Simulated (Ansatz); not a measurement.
# BaLa2S4 (I-42d):La_Ba, thermodynamic levels from a 56-atom cell

Aim: at which Fermi levels does La_Ba in BaLa2S4 (I-42d) change its charge? The model is a cell of 56 host atoms with 1 Ba taken out and 1 La put in.

Calculated with Ansatz 0.2.0; place-levels on PBEsol runs: charge-transition levels and formation energies with image-charge correction and potential alignment at the atomic sites.

Report form: the programs' logs are mostly left out.

## (1) Starting point

The cell holds 56 atoms: 7 Ba, 17 La and 32 S. Its edges and angles: a = 12.447 Å, b = 12.447 Å, c = 12.477 Å, α = 59.9°, β = 59.9°, γ = 60.2°. It derives from BaLa2S4 (space group I-42d). Nearest the centre at fractional (0.750, 0.750, 0.250): La8 at 0.00 Å, S52 at 3.06 Å, S31 at 3.06 Å, S28 at 3.06 Å, S47 at 3.06 Å, S44 at 3.18 Å, S40 at 3.18 Å, S54 at 3.18 Å.

Known beforehand: the electronic dielectric constant, (7.76, 7.76, 7.54), and the static one, (20.97, 20.97, 18.13), from a response run on this crystal (DFPT, PBEsol) at that run's own cell.

The cell's shortest repeat is 12.4 Å.

## (2) What was run first

Levels follow from differences of total energies between charge states, each relaxed by itself.

Each atom starts 0.05 Å or so off its site in a random direction: a symmetric start keeps its symmetry, and would miss off-centre moves and Jahn–Teller distortions. Forces are taken at one point at (¼, ¼, ¼). The cell holds 1 electron fewer than the neutral one, with a uniform background that keeps it neutral on the whole.

The sampling was tested on the host first: at the k-points planned (1x1x1 shifted 0.25 0.25 0.25) its energy lies 0.005 eV an atom from the dense-mesh value, under the bound of 0.02 eV set for this test; that bounds the host's error, not the defect's.

One state's input; the others differ in charge, spin, start and seed, and in occupations where the table says so.

qp1.relax/input.yaml reads:

```yaml
crystal:
  lattice:
    - [0.0, 8.82241619, 8.7801378]
    - [8.82241619, 0.0, 8.7801378]
    - [8.82241619, 8.82241619, 0.0]
  atoms:
    - { symbol: Ba, position: [0.125, 0.625, 0.375] }
    - { symbol: Ba, position: [0.375, 0.875, 0.625] }
    - { symbol: Ba, position: [0.625, 0.125, 0.875] }
    - { symbol: Ba, position: [0.875, 0.375, 0.125] }
[... 3 atom lines left out ...]
    - { symbol: La, position: [0.75, 0.75, 0.25] }
[... 2 atom lines left out ...]
    - { symbol: La, position: [0.62368137, 0.50131863, 0.62631863] }
    - { symbol: La, position: [0.87368137, 0.75131863, 0.87631863] }
    - { symbol: La, position: [-0.00131863, 0.37631863, 0.37368137] }
[... 2 atom lines left out ...]
    - { symbol: La, position: [0.74868137, 0.12631863, 0.12368137] }
[... 1 atom line left out ...]
    - { symbol: La, position: [0.50131863, 0.62368137, 0.24868137] }
    - { symbol: La, position: [0.75131863, 0.87368137, 0.49868137] }
[... 1 atom line left out ...]
    - { symbol: La, position: [0.12631863, 0.74868137, 1.00131863] }
    - { symbol: La, position: [0.37631863, -0.00131863, 0.25131863] }
[... 5 atom lines left out ...]
    - { symbol: S, position: [0.98611748, 0.57415068, 0.09321553] }
[... 2 atom lines left out ...]
    - { symbol: S, position: [0.57415068, 0.98611748, 0.34651631] }
[... 3 atom lines left out ...]
    - { symbol: S, position: [0.71821553, 0.47151631, 0.36111748] }
[... 4 atom lines left out ...]
    - { symbol: S, position: [0.86111748, 0.94915068, 0.97151631] }
[... 3 atom lines left out ...]
    - { symbol: S, position: [0.94915068, 0.86111748, 0.21821553] }
[... 2 atom lines left out ...]
    - { symbol: S, position: [0.59321553, 0.84651631, 0.07415068] }
[... 4 atom lines left out ...]
    - { symbol: S, position: [0.84651631, 0.59321553, 0.48611748] }
[... 1 atom line left out ...]
    - { symbol: S, position: [0.47151631, 0.71821553, 0.44915068] }
[... 1 atom line left out ...]
    - { symbol: S, position: [0.97151631, 0.21821553, 0.94915068] }
  host:
    repeats: [1, 1, 1]
    atoms:
      - { symbol: Ba, position: [0.125, 0.625, 0.375] }
      - { symbol: Ba, position: [0.375, 0.875, 0.625] }
      # ... 54 more atoms of the perfect host
total_charge: 1
basis:
  ecutwfc: 420
  xc_grid: 2
hamiltonian:
  xc: pbesol
kpoints:
  mp_grid: { grid: [1, 1, 1], shift: [0.25, 0.25, 0.25] }
scf:
  occupations: { method: fixed }
  max_iter: 60
output:
  forces: true
  charged_corrections:
    epsilon: [7.76, 7.76, 7.54]
    static_epsilon: [20.97, 20.97, 18.13]
    defect_position: [0.75, 0.75, 0.25]
relax:
  f_tol: 0.02
  max_steps: 80
  random_displacement: { amplitude: 0.05, seed: 8262 }
checkpoint:
  write: "../qp1.relax.run"
  compress: false
  write_wavefunctions: true
  write_every: 100000
```

Run with:

```sh
> ansatz run input.yaml --threads 4 --pin off --max-ram 7536MiB --backend cpu --events-out ev --progress --plain --runs-dir out
```

The relaxed structure is kept and the sampling changed to a 2×2×2 shifted mesh.

The run of this state that the levels use, under PBEsol:

qp1.point/input.yaml reads:

```yaml
crystal:
  checkpoint: "../qp1.relax.run"
  host: checkpoint
total_charge: 1
basis:
  ecutwfc: 420
  xc_grid: 2
hamiltonian:
  xc: pbesol
kpoints:
  mp_grid: { grid: [2, 2, 2], shift: [0.5, 0.5, 0.5] }
scf:
  occupations: { method: fermi_dirac, width: 0.01 }
  max_iter: 60
output:
  forces: true
  eigenvalues: true
  charged_corrections:
    epsilon: [7.76, 7.76, 7.54]
    static_epsilon: [20.97, 20.97, 18.13]
    defect_position: [0.75, 0.75, 0.25]
  eigenstates: { localisation: true }
  populations: true
  band_densities: [{ bands: [v1, v1] }, { bands: [c1, c1] }]
  write_density: true
  write_potential: true
  volumetric_format: npy
checkpoint:
  read: "../qp1.relax.run"
  write: "../qp1.point.run"
  compress: false
  write_wavefunctions: false
  write_every: 100000
```

Relaxations under PBEsol at one point at (¼, ¼, ¼); times on 4 threads of Arm Neoverse V1, shared host:

| charge | moment (μB) | occupations | outcome | steps | largest displacement against the far atoms (Å) | time |
| --- | --- | --- | --- | --- | --- | --- |
| 0 | 1 | fixed | converged | 5 | 0.15 | 3.9 min |
| +1 | 0 | fixed | converged | 7 | 0.16 | 2.1 min |

Single points under PBEsol at a 2×2×2 shifted mesh; times on 4 threads of Arm Neoverse V1, shared host:

| charge | moment (μB) | occupations | outcome | time |
| --- | --- | --- | --- | --- |
| 0 | 1 | fermi-dirac | converged | 6 min |
| +1 | 0 | fermi-dirac | converged | 2.6 min |

Distances (Å) from La8 to the nearest atoms after relaxation with PBEsol:

| charge | moment (μB) | 1. | 2. | 3. | 4. | 5. | 6. |
| --- | --- | --- | --- | --- | --- | --- | --- |
| 0 | 1 | S 2.92 | S 2.92 | S 2.92 | S 2.92 | S 3.08 | S 3.08 |
| +1 | 0 | S 2.91 | S 2.91 | S 2.91 | S 2.91 | S 3.08 | S 3.09 |

## (3) Placing the levels, PBEsol

A charged cell interacts with its images and the background, and its potential has another zero than the host's. place-levels removes the first by a point-charge model, screened by the static dielectric constant since the ions have relaxed around the charge, and the second by comparing potentials at atoms far from the defect.

The host is a run of the defect-free crystal in the same cutoffs, grids and k-points, so that basis and sampling errors cancel in part in the differences. Its band edges come from a run of the primitive cell that searches the zone for them. Chemical potentials are energies per atom of Ba (bcc) and La (dhcp), run with the same functional and cutoff.

levels.point.yaml reads:

```yaml
host:
  run: host.point.run
  levels_from: { run: edges.point.run }
states: [q0_M1.point.run, qp1.point.run]
geometry_from:
  q0_M1.point.run: q0_M1.relax.run
  qp1.point.run: qp1.relax.run
  host.point.run: host.relax.run
chemical_potentials:
  Ba:
    energy: -5862.611346
    dataset: <sha256 of the dataset>
  La:
    energy: -6161.276904
    dataset: "<sha256 of the dataset>"
epsilon: [7.76, 7.76, 7.54]
static_epsilon: [20.97, 20.97, 18.13]
vertical:
  - { from: qp1.point.run, to: qp1.point_neutral.run }
```

Run with:

```sh
> ansatz place-levels levels.point.yaml -- --threads 4 --pin off --max-ram 7536MiB
```

The job ended after 0.24 s (4 threads of Arm Neoverse V1, shared host).

Levels between the charges placed, in eV above the valence top:

|  | gap (eV) | (+1/0) |
| --- | --- | --- |
| PBEsol | 1.92 | 1.92 |

Corrections by state:

| charge | moment (μB) | image terms and alignment (eV) | band filling (eV) | ε used | over the lowest of its charge, as the program ranks them, band filling apart (eV) |
| --- | --- | --- | --- | --- | --- |
| +1 | 0.0 | 0.096 | - | principal values (18.13, 20.97, 20.97) | 0.000 |
| 0 | 1.0 | 0.000 | -0.086 | - | 0.000 |

The charged structures listed were also run neutral, and place-levels reads from each pair, by the potential or the spins, how wide the charge is by which they differ; that can be the carrier of either run.

| charge | rms radius (Å) | spread where it is widest against the cell (Å) | wide from (Å) | reading |
| --- | --- | --- | --- | --- |
| +1 | 6.7 | 3.94 | 1.76 | wide |

The neutral runs of these pairs need not share the spin of the lowest neutral state, and very wide values only mean spread over the cell.

From the program's caveats on the states, each cut to its opening words:

- charge +1: how wide its charge is, is not read beside other atoms or cores, and a band state would take no correction
- charge 0 (1 μB): a band-filling correction moves a carrier to the host's band edge, which changes its energy by -0.086 eV
- charge 0 (1 μB): its moments are held at its close (magnetization.spin_locking), by a field of 0.057 eV a Bohr magneton, and its energy and levels are of the state that this [...]

Formation energies (eV), elemental references (Δμ(Ba) = 0.00 eV, Δμ(La) = 0.00 eV):

| charge | Fermi level at the valence top | at the conduction bottom |
| --- | --- | --- |
| +1 | -1.96 | -0.03 |
| 0 | -0.03 | -0.03 |

## (4) Effect of the sampling

The relaxations' own energies give the levels at their sampling, for comparison.

levels.relax_mesh.yaml reads:

```yaml
host:
  run: host.relax.run
  levels_from: { run: edges.relax.run }
states: [q0_M1.relax.run, qp1.relax.run]
chemical_potentials:
  Ba:
    energy: -5862.611346
    dataset: <sha256 of the dataset>
  La:
    energy: -6161.276904
    dataset: "<sha256 of the dataset>"
```

Run with:

```sh
> ansatz place-levels levels.relax_mesh.yaml -- --threads 4 --pin off --max-ram 7536MiB
```

The job ended after 0.11 s (4 threads).

Levels between neighbouring charges, in eV above the valence top:

|  | gap (eV) | (+1/0) |
| --- | --- | --- |
| one point at (¼, ¼, ¼) | 1.92 | 1.93 |
| a 2×2×2 shifted mesh | 1.92 | 1.92 |

Going from one point at (¼, ¼, ¼) to a 2×2×2 shifted mesh moves formation energies against the elements by up to 0.01 eV; band-filling terms, which differ between samplings, are in these energies.

## (5) Another choice

In this try the input is made faulty on purpose, to show what that does.

Another version of the file is tried.

levels.try0.yaml is levels.point.yaml with these lines changed:

```diff
+defect_position:
+  qp1.point.run: [0.25, 0.25, 0.75]
```

Run with:

```sh
> ansatz place-levels levels.try0.yaml -- --threads 4 --pin off --max-ram 7536MiB
```

The change: the charge placed away from the defect.

The command refused this file.

## (6) Outcome

- gap of the host: 1.92 eV (PBEsol)
- level (plus 1/0): 1.92 eV above the valence top, at the conduction bottom (2.01 eV above the valence top without the band-filling term)
- lowest of the charges placed, just above the valence top (0.02 eV): +1
- lowest of the charges placed, just below the conduction bottom (0.02 eV): +1
- lowest formation energy at mid-gap of the charges run, elemental references: -0.99 eV

Of the charges placed (0 and +1), +1 is the lowest from 0.02 eV above the valence top to 0.02 eV below the conduction bottom, a gap of 1.92 eV. Charges above +1 and below 0 were not placed, so these runs say nothing of levels that involve them. States placed: +1 at 0 μB; 0 at 1 μB. Other spin states or structures, where not listed, weren't placed. The program finds carriers beyond a band edge of the host and adds a band-filling term at charge 0 (-0.09 eV); steps to such a charge show no bound level, and a defect level inside a band would be read the same way. The lowest formation energy (elemental references) is negative across the gap, so the defect would form by itself: these chemical potentials lie beyond what competing compounds allow, or the host is unstable against it. Going from one point at (¼, ¼, ¼) to a 2×2×2 shifted mesh moves formation energies against the elements by up to 0.01 eV; band-filling terms, which differ between samplings, are in these energies. What this leaves open: PBEsol makes the gap too small and tends to spread out bound carriers; spin–orbit coupling, which can matter with heavy atoms, is left out.

[Logs are printed without paths, hosts, clocks, repeated set-up lines and the standing remarks that a program may print on its own settings, such as how far it seeks lower states.]

[Hosts, paths, dates, database ids (printed as entryN), source tags and the programs' standing remarks are cut or masked in the printed files.]

[Where a table of states has a column of steps, it counts the stored structures, which are thinned; the runs took as many ionic steps or more.]

[A defect's name tells the site on which it was built; relaxed atoms can leave that site.]

[For some hosts the program warned that the k-mesh of the response run may be too coarse for force constants and the static dielectric constant; such warnings are not shown here.]
